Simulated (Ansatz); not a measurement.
G0W0 rungs for LiGeN (P6_3mc).

```
Li Ge N
1.0
     3.01241    0.00000    0.00000
    -1.50620    2.60882    0.00000
     0.00000    0.00000    9.41946
Li Ge N
2 2 2
Cartesian
  1.5062 0.8696 7.0024
  0.0000 1.7392 2.2926
  0.0000 0.0000 4.6911
  0.0000 0.0000 9.4008
  0.0000 1.7392 5.6820
  1.5062 0.8696 0.9723
```

The cell and positions are those that the Materials Project relaxed with its own functionals (PBE, PBE+U or r2SCAN), kept fixed.

Runs so far (Ansatz 0.2.0, start PBE, PAW set soft_1 files, 6×6×2 mesh). Times are wall times on 1 × NVIDIA H100 80GB HBM3 (shared by 6 runs) with 3 threads of AMD EPYC 7R13 (Zen 3), shared host, good to a factor of about two.

```tsv
bands summed	cutoff (eV)	gap on the mesh (eV)	time
118	69	1.996	12 s
294	138	2.125	17 s
```

Question: What should the next rung give, with 608 bands and screening to 230 eV, and where is the limit?

The error falls about as one over the bands when the cutoff rises with them. A line through the two highest rungs given predicts 2.169 eV; the run gave 2.185 eV, close to it. The two highest rungs put the limit near 2.242 eV, the pair below near 2.211 eV; their difference is a rough measure of what is unsettled in bands and cutoff; the mesh is a separate error.

Gaps are over the mesh's points; an edge off the mesh would be missed. Limits: not at the basis limit; no spin-orbit coupling.

[Paths, hosts, dates, memory and timing lines, banners, echoed tables and standing remarks are left out of the program output.]

[Logs are printed without paths, hosts, clocks, repeated set-up lines and the standing remarks that a program may print on its own settings, such as how far it seeks lower states.]

[Runs of the session that timed out or met a known fault of the program may be left out.]

[Cells called generated may have been cut or substituted from an entry of the Crystallography Open Database or the Materials Project.]

[Hosts, paths, dates, database ids (printed as entryN), source tags and the programs' standing remarks are cut or masked in the printed files.]
